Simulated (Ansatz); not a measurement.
# What Hf (model cell, started as body-centred cubic) distorts into, part 2 of 2

Aim: this structure of Hf (model cell, started as body-centred cubic) is to be tested for unstable modes, and one is followed downhill.

Ansatz 0.2.0; DFT PBEsol, scalar-relativistic, plane waves, PAW; PAW set soft_1.

So far, highest frequency on path, mesh or solved points (cm⁻¹): step 2 (the dispersion) 138. Also lowest frequency on the path (cm⁻¹): step 2 -87.9.

This is not the structure that Hf takes at ambient pressure (hexagonal, No. 194); it is a model or a phase of other conditions.

## (6) Relaxation from the frozen mode

Starting from the lowest point found, all atoms and the cell are let go, so that strain and other modes of the same symmetry can join in.

File input.yaml:

```yaml
crystal:
  lattice:
    - [-1.7446090454, 1.7446090454, 1.7446090454]
    - [0.0, -3.4892180908, 3.4892180908]
    - [5.2338271362, 1.7446090454, 1.7446090454]
  atoms:
    - { symbol: Hf, position: [0.0645982327, 0.0, -0.0126218212] }
    - { symbol: Hf, position: [0.6854017673, 0.5, 0.2626218212] }
    - { symbol: Hf, position: [0.4354017673, 0.0, 0.5126218212] }
    - { symbol: Hf, position: [0.3145982327, 0.5, 0.7373781788] }
kpoints:
  mp_grid: { grid: [14, 8, 8] }
hamiltonian:
  xc: pbesol
  pseudopotentials: { kind: paw, azcp: { folder: soft_1 }, xc_functional: pbe }
scf:
  occupations: { method: methfessel_paxton, width: 0.2 }
output:
  forces: true
  stress: true
  eigenvalues: true
relax:
  adjacent_minimum: "off"
  f_tol: 0.002
  max_steps: 120
  cell: { stress_tol: 0.03 }
```

The run is started by

```console
$ ansatz run input.yaml --threads 8 --pin off --max-ram 16384MiB --backend cpu --events-out ev --progress --plain --runs-dir out
```

The log of the run:

```text
[...]
Crystal: 4 atoms, lattice volume = 84.960 Å³
Basis set: ecut = 420 eV, 1637 PW (Γ), exchange–correlation on 48×72×80 points (8 copies of the dense FFT grid, shifted against one another)
Bands: 63, of which v1, the nominal top of the filled ones, is band 52 counted from 1 (51 counted from 0)
Symmetry: 4 space group operations
[...]
k-points: 290 of 896
[...]
SCF iter   1: F=—  HF=-62395.223454 eV  |F-HF|=—  |Δ(HF+E_count)|=         —  Δρ=3.58e-2  dr2=2.21e0  ethr=3.10e-3  ⟨swp⟩=5.5  Hψ=55654  notcnv=0
[...]
SCF iter  10: F=-62394.647989 eV  HF=-62394.647989 eV  |F-HF|=8.80e-9  |Δ(HF+E_count)|=   3.10e-8  S|Δr|=    0.00e0  Δρ=3.82e-6  dr2=1.15e-8  ethr=9.62e-11  ⟨swp⟩=14.9  Hψ=120685  notcnv=0
SCF 1 converged in 10 iterations: F = -62394.647989 eV  dr2 = 1.15e-8
[...]
relax step   1: F+E_penalty+E_count = -62394.64798900 eV  Δ(F+E_penalty+E_count) = +0.000e0 eV  max|allowed force component| = 3.889e-1 eV/Å  Δτ_max = 0.0000 Å  P = +1.256 GPa  Ω = 84.960 Å³  (10 SCF iters, dr2 threshold 1.00e-7 eV, accepted)
Crystal: 4 atoms, lattice volume = 87.251 Å³
Basis set: ecut = 420 eV, 1705 PW (Γ), exchange–correlation on 48×72×80 points (8 copies of the dense FFT grid, shifted against one another)
[...]
iter 1 solved again at ethr=2.18e-4 eV; its pass at ethr=3.10e-3 eV (dr2=2.27e-1 eV) is discarded
[...]
SCF iter   9: F=-62394.824124 eV  HF=-62394.824124 eV  |F-HF|=1.39e-9  |Δ(HF+E_count)|=   6.80e-7  S|Δr|=    0.00e0  Δρ=7.32e-6  dr2=2.97e-8  ethr=3.85e-10  ⟨swp⟩=5.2  Hψ=80288  notcnv=0
SCF 2 converged in 9 iterations: F = -62394.824124 eV  dr2 = 2.97e-8
relax step   2: F+E_penalty+E_count = -62394.82412446 eV  Δ(F+E_penalty+E_count) = -1.761e-1 eV  max|allowed force component| = 5.130e-1 eV/Å  Δτ_max = 0.1950 Å  P = -1.899 GPa  Ω = 87.251 Å³  energy of the carried Pulay correction = -6.676e-4 eV  (9 SCF iters, dr2 threshold 4.00e-7 eV, accepted)
Crystal: 4 atoms, lattice volume = 84.764 Å³
Basis set: ecut = 420 eV, 1651 PW (Γ), exchange–correlation on 48×72×80 points (8 copies of the dense FFT grid, shifted against one another)
[...]
SCF iter   9: F=-62395.016018 eV  HF=-62395.016018 eV  |F-HF|=8.80e-8  |Δ(HF+E_count)|=   2.57e-8  S|Δr|=    0.00e0  Δρ=1.03e-5  dr2=1.02e-7  ethr=3.85e-10  ⟨swp⟩=8.1  Hψ=99797  notcnv=0
SCF 3 converged in 9 iterations: F = -62395.016018 eV  dr2 = 1.02e-7
relax step   3: F+E_penalty+E_count = -62395.01601829 eV  Δ(F+E_penalty+E_count) = -1.919e-1 eV  max|allowed force component| = 2.530e-1 eV/Å  Δτ_max = 0.2000 Å  P = +1.496 GPa  Ω = 84.764 Å³  energy of the carried Pulay correction = +5.800e-5 eV  (9 SCF iters, dr2 threshold 4.00e-7 eV, accepted)
[...]
relax step   4: F+E_penalty+E_count = -62395.04203624 eV  Δ(F+E_penalty+E_count) = -2.602e-2 eV  max|allowed force component| = 8.351e-3 eV/Å  Δτ_max = 0.0354 Å  P = +1.771 GPa  Ω = 84.646 Å³  energy of the carried Pulay correction = +9.303e-5 eV  (8 SCF iters, dr2 threshold 4.00e-7 eV, accepted)
[...]
relax step   5: F+E_penalty+E_count = -62395.04853379 eV  Δ(F+E_penalty+E_count) = -6.498e-3 eV  max|allowed force component| = 2.644e-2 eV/Å  Δτ_max = 0.0085 Å  P = -0.164 GPa  Ω = 86.077 Å³  energy of the carried Pulay correction = -3.278e-4 eV  (6 SCF iters, dr2 threshold 4.00e-7 eV, accepted)
[...]
relax step   6: F+E_penalty+E_count = -62395.04927006 eV  Δ(F+E_penalty+E_count) = -7.363e-4 eV  max|allowed force component| = 1.339e-2 eV/Å  Δτ_max = 0.0102 Å  P = -0.008 GPa  Ω = 85.962 Å³  energy of the carried Pulay correction = -2.942e-4 eV  (5 SCF iters, dr2 threshold 2.54e-7 eV, accepted)
[...]
relax step   7: F+E_penalty+E_count = -62395.04935754 eV  Δ(F+E_penalty+E_count) = -8.748e-5 eV  max|allowed force component| = 2.153e-3 eV/Å  Δτ_max = 0.0022 Å  P = -0.004 GPa  Ω = 85.955 Å³  energy of the carried Pulay correction = -2.922e-4 eV  (8 SCF iters, dr2 threshold 1.13e-8 eV, accepted)
[...]
relax step   8: F+E_penalty+E_count = -62395.04938798 eV  Δ(F+E_penalty+E_count) = -3.044e-5 eV  max|allowed force component| = 5.618e-4 eV/Å  Δτ_max = 0.0008 Å  P = -0.002 GPa  Ω = 85.955 Å³  energy of the carried Pulay correction = -2.922e-4 eV  (5 SCF iters, dr2 threshold 1.72e-8 eV, accepted)
[...]
SCF iter   8: F=-62395.049875 eV  HF=-62395.049875 eV  |F-HF|=0.00e0  |Δ(HF+E_count)|=  2.91e-11  S|Δr|=    0.00e0  Δρ=3.43e-8  dr2=1.42e-12  ethr=1.00e-12  ⟨swp⟩=5.1  Hψ=180116  notcnv=0
WARN: eigensolver did not converge (k=149): 3 band(s) unlocked after 103 sweeps at occupation × residual norm < 1.00e-8 eV (lowest unlocked band 0, counted from 0, weighed at 2.000 electrons; max residual 7.51e-8 eV among the unlocked bands, 7.51e-8 eV over every band, not weighted by occupation; other slots of this pass that fall short are told together in one closing line; warning suppressed for the rest of this close's residual-converged pass)
SCF 9 converged in 8 iterations: F = -62395.049875 eV  dr2 = 1.42e-12
  Residual-converged pass: ⟨swp⟩=2.1  Hψ=21746  notcnv=3  max |occ|·‖R‖ = 1.5e-7 eV (tolerance 1.0e-8 eV)  dr2=1.42e-12  dr2_onsite=2.84e-13  max |Δocc| = 4.2e-13
relax step   9: F+E_penalty+E_count = -62395.04987492 eV  Δ(F+E_penalty+E_count) = -4.869e-4 eV  max|allowed force component| = 5.494e-4 eV/Å  Δτ_max = 0.0000 Å  P = -0.002 GPa  Ω = 85.955 Å³  stress off target by 2.60e-2 GPa  SCF on the basis re-selected at this cell (its energy is not comparable with the rows above)  (8 SCF iters)
basis re-selected at this cell: Δ(F+E_penalty+E_count) = -4.869e-4 eV, ΔP = +0.000 GPa vs the last step (what re-selecting the basis moved, of the pressure what is left beyond the Pulay correction that the steps carried, after the strain that the cell walked since its last selection, with what the two solves' SCF thresholds leave and, on support functions, any second-order correction that the steps lacked; it is no m [...]
SCF converged after 8 iterations
[...]
Free energy (F): -62395.049875 eV
[...]
Internal energy: -62395.049075 eV  (E = F + TS)
E sigma→0 (E₀):  -62395.049675 eV
Entropy (-TS):   -0.000800 eV (-0.200 meV/atom)
Fermi energy:    18.625507 eV
[...]
--- Forces (eV/Å), atoms counted from 1 ---
  atom   1  Hf    -0.00036400    -0.00054941    -0.00054941
  atom   2  Hf     0.00036400     0.00054941     0.00054941
  atom   3  Hf    -0.00054104    -0.00026101    -0.00026101
  atom   4  Hf     0.00054104     0.00026101     0.00026101
  max |Σ_I F_I| component: 2.17e-19 eV/Å
--- Stress (GPa, compression-positive) ---
        0.017412      -0.004626      -0.004626
       -0.004626      -0.011019       0.015014
       -0.004626       0.015014      -0.011019
  P = ⅓ Tr σ = -0.0015 GPa (-0.015 kbar)
--- Band table (eV; the first three rows and the last of 290) ---
  k-point 0: bands = [... 48 lower, 17.2942, 17.6615, 17.7664, 18.3660, 19.7365, 19.8721, 20.0463, 20.7319, ... 7 higher]
  k-point 1: bands = [... 48 lower, 17.3742, 17.6435, 17.9968, 18.4234, 19.5806, 19.8288, 19.9093, 20.5335, ... 7 higher]
  k-point 2: bands = [... 48 lower, 17.6093, 17.8685, 18.1356, 18.5880, 19.3416, 19.5317, 19.7638, 20.2391, ... 7 higher]
  k-point 289: bands = [... 48 lower, 17.3790, 17.3790, 18.2045, 18.2045, 19.0965, 19.0965, 19.9117, 19.9117, ... 7 higher]
--- Relaxed structure (8 steps of the walk, 8 accepted, 1 SCFs on fresh bases) ---
  F+E_penalty+E_count = -62395.04987492 eV   max|allowed force component| = 5.494e-4 eV/Å   (the final SCF, on the basis selected at the relaxed cell)
  cell:  # Å, volume = 85.9551 Å³
    - [-1.886573, 1.720433, 1.720433]
    - [0.0, -3.418743, 3.418743]
    - [5.505148, 1.643148, 1.643148]
  atoms:
    - { symbol: Hf, position: [0.054003, 0.0, -0.016771] }
    - { symbol: Hf, position: [0.695997, 0.5, 0.266771] }
    - { symbol: Hf, position: [0.308277, 0.0, 0.491437] }
    - { symbol: Hf, position: [0.441723, 0.500000, 0.758563] }
```

It took 2.5 min on 8 threads of Arm Neoverse V1, shared host; peak memory 1.4 GiB.

Relaxation path:

```tsv
step	energy less that of the first step (eV)	largest force component (eV/Å)	pressure (GPa)	volume (Å³)
1	0.0000	0.3889	1.26	84.96
2	-0.1761	0.5130	-1.90	87.25
3	-0.3680	0.2530	1.50	84.76
4	-0.3940	0.0084	1.77	84.65
5	-0.4005	0.0264	-0.16	86.08
6	-0.4013	0.0134	-0.01	85.96
7	-0.4014	0.0022	0.00	85.95
8	-0.4014	0.0006	0.00	85.96
9*	-0.4019	0.0005	0.00	85.96
```

Relaxation steps marked * repeat the geometry before them on a plane-wave basis chosen anew for their cell, so energy and pressure can jump there.

The run keeps the 4 symmetry operations that the program found, so distortions that break them were not tested.

```tsv
cell as run	before	after	change
a (Å)	3.022	3.079	+1.9 %
b (Å)	4.934	4.835	-2.0 %
c (Å)	5.786	5.975	+3.3 %
β (°)	100.02	104.90	+4.9 %
volume (Å³/atom)	21.24	21.49	+1.2 %
```

The atoms that moved most (Å, as changes of fractional coordinates times the final cell):

```tsv
atom	dx	dy	dz	length
Hf3	0.123	-0.254	-0.254	0.379
Hf4	-0.123	0.254	0.254	0.379
Hf2	0.003	0.025	0.025	0.036
Hf1	-0.003	-0.025	-0.025	0.036
```

The relaxed structure:

```xyz
4
Lattice="-1.8866 1.7204 1.7204 0.0000 -3.4187 3.4187 5.5051 1.6431 1.6431" Properties=species:S:1:pos:R:3 pbc="T T T"
Hf   -0.1942    0.0654    0.0654
Hf    0.1556   -0.0736    3.3451
Hf    2.1238    1.3379    1.3379
Hf    3.3427    0.2970    3.7158
```

Numbers from this step:

* pressure: -0.001542 GPa
* volume per atom: 21.49 Å³

The distorted start has space group P2_1/m; the relaxation ends in Cmcm.

## (7) The new phase in its own primitive cell

The relaxed structure is symmetrised, reduced to its primitive cell and relaxed tightly, as its phonons need.

input.yaml, the sections that differ from step 6:

```yaml
crystal:
  lattice:
    - [1.539394305, -5.7744474909, 0.0]
    - [1.539394305, 5.7744474909, 0.0]
    - [0.0, 0.0, 4.834833187]
  atoms:
    - { symbol: Hf, position: [0.8207739333, 0.1792260667, 0.75] }
    - { symbol: Hf, position: [0.1792260667, 0.8207739333, 0.25] }
    - { symbol: Hf, position: [0.5666700822, 0.4333299178, 0.75] }
    - { symbol: Hf, position: [0.4333299178, 0.5666700822, 0.25] }
kpoints:
  mp_grid: { grid: [14, 14, 10] }
relax:
  adjacent_minimum: "off"
  f_tol: 0.001
  max_steps: 60
  cell: { stress_tol: 0.01 }
# hamiltonian, scf, output: as in step 6
```

The log of the run:

```text
[...]
Crystal: 4 atoms, lattice volume = 85.955 Å³
Basis set: ecut = 420 eV, 1651 PW (Γ), exchange–correlation on 80×80×72 points (8 copies of the dense FFT grid, shifted against one another)
Bands: 63, of which v1, the nominal top of the filled ones, is band 52 counted from 1 (51 counted from 0)
Symmetry: 8 space group operations
[...]
k-points: 342 of 1960
[...]
--- Relaxed structure (5 steps of the walk, 5 accepted, 1 SCFs on fresh bases) ---
[...]
cell:  # Å, volume = 85.9370 Å³
    - [1.538965, -5.767370, 0]
    - [1.538965, 5.767370, 0]
    - [0, 0, 4.841097]
  atoms:
    - { symbol: Hf, position: [0.820901, 0.179099, 0.75] }
    - { symbol: Hf, position: [0.179099, 0.820901, 0.25] }
    - { symbol: Hf, position: [0.566555, 0.433445, 0.75] }
    - { symbol: Hf, position: [0.433445, 0.566555, 0.25] }
[key lines of the parts left out:]
SCF converged after 6 iterations
Free energy (F): -62395.049180 eV
Fermi energy:    18.626864 eV
P = ⅓ Tr σ = -0.0010 GPa (-0.010 kbar)
```

Elapsed: 1.9 min, on 8 threads; peak memory 1.6 GiB.

Relaxation path:

```tsv
step	energy less that of the first step (eV)	largest force component (eV/Å)	pressure (GPa)	volume (Å³)
1	0.0000	0.0048	-0.02	85.96
2	-0.0001	0.0078	0.04	85.91
3	-0.0001	0.0038	-0.01	85.94
4	-0.0001	0.0029	0.00	85.94
5	-0.0001	0.0001	0.00	85.94
6*	-0.0001	0.0000	0.00	85.94
```

Relaxation steps marked * repeat the geometry before them on a plane-wave basis chosen anew for their cell, so energy and pressure can jump there.

The run keeps the 8 symmetry operations that the program found, so distortions that break them were not tested.

```tsv
conventional cell, symmetrised	before	after	change
a (Å)	3.079	3.078	-0.0 %
b (Å)	11.549	11.535	-0.1 %
c (Å)	4.835	4.841	+0.1 %
volume (Å³/atom)	21.49	21.48	-0.0 %
```

Final coordinates:

```xyz
4
Lattice="1.5390 -5.7674 0.0000 1.5390 5.7674 0.0000 0.0000 0.0000 4.8411" Properties=species:S:1:pos:R:3 pbc="T T T"
Hf    1.5390   -3.7015    3.6308
Hf    1.5390    3.7015    1.2103
Hf    1.5390   -0.7677    3.6308
Hf    1.5390    0.7677    1.2103
```

This step gave:

| Property | Result |
| --- | --- |
| pressure | -0.001024 GPa |
| volume per atom | 21.48 Å³ |

The largest force component left is 0.045 meV/Å and the pressure is -0.001 GPa, within the tolerances set. The cell now holds 21.48 Å³/atom.

## (8) Modes of the new phase, k-mesh 14×14×10

A relaxed structure may still be a saddle point, so its zone-centre modes are computed. No field response is asked, since the mesh shows no gap.

input.yaml, the sections that differ from step 7:

```yaml
crystal:
  lattice:
    - [1.5389648979, -5.7673699516, 0.0]
    - [1.5389648979, 5.7673699516, 0.0]
    - [0.0, 0.0, 4.8410965418]
  atoms:
    - { symbol: Hf, position: [0.82090076, 0.17909924, 0.75] }
    - { symbol: Hf, position: [0.17909924, 0.82090076, 0.25] }
    - { symbol: Hf, position: [0.5665553271, 0.4334446729, 0.75] }
    - { symbol: Hf, position: [0.4334446729, 0.5665553271, 0.25] }
output:
  eigenvalues: true
phonons:
  method: dfpt
# kpoints, hamiltonian, scf: as in step 7
# relax: removed
```

The log of the run:

```text
zone centre: on kpoints.mp_grid the ground state, and the responses unless they are solved on pairs of k-points, stand on 342 of the mesh's 1960 k-points, reduced under 4 symmetry operations, with k and −k counted as one. Each operation leaves every solved displacement unchanged or reverses it
[...]
Crystal: 4 atoms, lattice volume = 85.937 Å³
Basis set: ecut = 420 eV, 1651 PW (Γ), exchange–correlation on 80×80×72 points (8 copies of the dense FFT grid, shifted against one another)
Bands: 63, of which v1, the nominal top of the filled ones, is band 52 counted from 1 (51 counted from 0)
Symmetry: 8 space group operations
k-points: 342 of 1960 (irreducible under 4 space group operations, time reversal used)
[...]
SCF iter   1: F=—  HF=-62395.569913 eV  |F-HF|=—  |Δ(HF+E_count)|=         —  Δρ=3.57e-2  dr2=1.41e0  ethr=3.10e-3  ⟨swp⟩=5.6  Hψ=65887  notcnv=0
[...]
SCF iter  14: F=-62395.049180 eV  HF=-62395.049180 eV  |F-HF|=2.18e-11  |Δ(HF+E_count)|=  1.46e-11  S|Δr|=    0.00e0  Δρ=3.29e-8  dr2=7.72e-13  ethr=1.00e-12  ⟨swp⟩=2.8  Hψ=191723  notcnv=0
SCF 1 converged in 14 iterations: F = -62395.049180 eV  dr2 = 7.72e-13
[...]
DFPT response loops at Γ: preconditioner auto → Kerker (q_TF=auto, 2.816 Å⁻¹) (partly filled bands, converged f_vac=0.000); β = 1.00, the filter's whole step (`scf.mixing.beta` (0.50) is not read by the response loops under this deck's `scf.mixing.preconditioner`; to damp them name `kerker` or `kerker_dos`, under which they read `scf.mixing.beta`, and type it under 1.00, their step now; both keys bind the ground state too); Broyden in place of MSR1
SCF converged after 14 iterations
[...]
Free energy (F): -62395.049180 eV
[...]
Internal energy: -62395.046860 eV  (E = F + TS)
E sigma→0 (E₀):  -62395.048600 eV
Entropy (-TS):   -0.002320 eV (-0.580 meV/atom)
Fermi energy:    18.626864 eV
[...]
--- Band table (eV; the first three rows and the last of 342) ---
  k-point 0: bands = [... 48 lower, 17.2978, 17.6770, 17.7792, 18.3534, 19.7365, 19.8748, 20.0328, 20.7551, ... 7 higher]
  k-point 1: bands = [... 48 lower, 17.5574, 17.6790, 17.7176, 18.6120, 19.5713, 19.8080, 19.9373, 20.7539, ... 7 higher]
  k-point 2: bands = [... 48 lower, 17.6610, 17.8357, 18.0866, 19.0453, 19.2579, 19.6186, 19.6629, 20.6478, ... 7 higher]
  k-point 341: bands = [... 48 lower, 17.9039, 17.9039, 18.1594, 18.1594, 18.7177, 18.7177, 19.7675, 19.7675, ... 7 higher]
--- Phonons (Γ-DFPT): 6 representative perturbations + reference, on 342 of 1960 k-points (Σ response iterations 20) ---
  k mesh reduced under 4 symmetry operations, with k and −k counted as one. Each operation leaves every solved displacement unchanged or reverses it
  ASR residual: 1.420e-4 → 0.000e0 eV/Å²; symmetrization residual: 7.664e-6 eV/Å²
  ASR residual per site (eV/Å²): 1.42e-4 1.42e-4 5.90e-5 5.90e-5
  Γ frequencies (cm⁻¹): 0.00 0.00 0.00 51.60 66.06 86.08 88.31 93.93 100.02 123.79 124.14 129.32
  non-analytic LO–TO correction: not included (Born effective charges unavailable; polar crystals: no LO–TO splitting at Γ)
```

Run time: 4.9 min. Hardware: 8 threads; peak memory 5.2 GiB.

This step gave:

```
sum-rule residual before enforcement                    : 1.42e-4 eV/Å²
point group                                             : mmm
highest optical mode at the zone centre (no LO-TO term) : 129.3 cm⁻¹
lowest optical zone-centre mode                         : 51.6 cm⁻¹
```

Patterns of degenerate modes are one choice out of their space. Modes at Γ:

```tsv
mode	frequency (cm⁻¹)	symmetry
1	0.0	acoustic
2	0.0	acoustic
3	0.0	acoustic
4	51.6	B1g
5	66.1	B3g
6	86.1	Ag
7	88.3	B1u
8	93.9	B3u
9	100.0	B1g
10	123.8	B3g
11	124.1	Ag
12	129.3	B2u
```

Displacements in mode 4 (51.6 cm⁻¹), the largest set to 1:
```
Hf1 -0.73  0.00  0.00
Hf2  0.73  0.00  0.00
Hf3  1.00  0.00  0.00
Hf4 -1.00  0.00  0.00
```

Displacements in mode 6 (86.1 cm⁻¹), the largest set to 1:
```
Hf1  0.00  1.00  0.00
Hf2  0.00 -1.00  0.00
Hf3  0.00  0.95  0.00
Hf4  0.00 -0.95  0.00
```

Before it was imposed, the acoustic sum rule was missed by 1.4e-4 eV/Å². Small misses are needed for a sound result but don't prove that mesh and cutoff are converged. The lowest optical mode is real, 51.6 cm⁻¹.

## (9) The phases reached

The phases reached along the modes that were followed are set side by side.

Energies are those of the first relaxation, on the mesh of the frozen mode; space group, volume and gap are those of the last relaxation. Phases, by row:

```tsv
mode frozen in	space group	energy from parent (meV/atom)	volume (Å³/atom)	gap on mesh (eV)	lowest zone-centre optical mode (cm⁻¹)	largest shift (Å)
parent	Im-3m	0	21.24	0	–	–
q = (0, 0, -0.5), 88i cm⁻¹	P6_3/mmc	-166.3	21.6	0	79.2	0.456
q = (0, 0.25, 0.25), 54i cm⁻¹	Cmcm	-126	21.48	0	51.6	0.579
```

## (10) Outcome

* unstable mode of the parent: q = (0, 0.25, 0.25), 54i cm⁻¹
* depth at the lowest point sampled: 25.6 meV/atom
* largest atomic shift at that point: 0.22 Å
* space group reached: Cmcm
* energy gained over the parent (first relaxation, on the mesh of the frozen mode): 126 meV/atom
* volume per atom, phase reached: 21.5 Å³
* lowest optical zone-centre mode, phase reached: 51.6 cm⁻¹
* highest optical mode at the zone centre (no LO-TO term), phase reached: 129 cm⁻¹

In words: Along this mode the structure falls into Cmcm, 126 meV/atom below the parent. At the parent's cell the well is 25.65 meV/atom deep on the steps tried, with its lowest point at a shift of 0.22 Å. Relaxing atoms and cell changes the gain by +100.32 meV/atom against the lowest step (energies at zero smearing). Most of the total comes from this relaxation. The new phase has no imaginary mode at the zone centre of its cell; other wavevectors were not checked. Of the 2 patterns followed from this parent, this one ends 40.4 meV/atom above the lowest, P6_3/mmc. Each path keeps the symmetry of its pattern, so a lower phase may lie along a pattern not tried. With no gap, or one that is small against the smearing, the frequencies hang on the k mesh and the smearing, most of all near Kohn anomalies. Spin-orbit coupling is left out, which can matter for the heavy elements here. The PAW files were made for PBE and serve the other functionals too. The starting cell was built on a prototype and not taken from a measurement, so the phase need not exist.

[Long decimals in the printed logs are rounded to 6 places.]

[Logs are printed without paths, hosts, clocks, repeated set-up lines and the standing remarks that a program may print on its own settings, such as how far it seeks lower states.]

[Hosts, paths, dates, database ids (printed as entryN), source tags and the programs' standing remarks are cut or masked in the printed files.]

[Where the starting crystal was built by hand or by swapping elements, it need not be the compound's stable phase.]
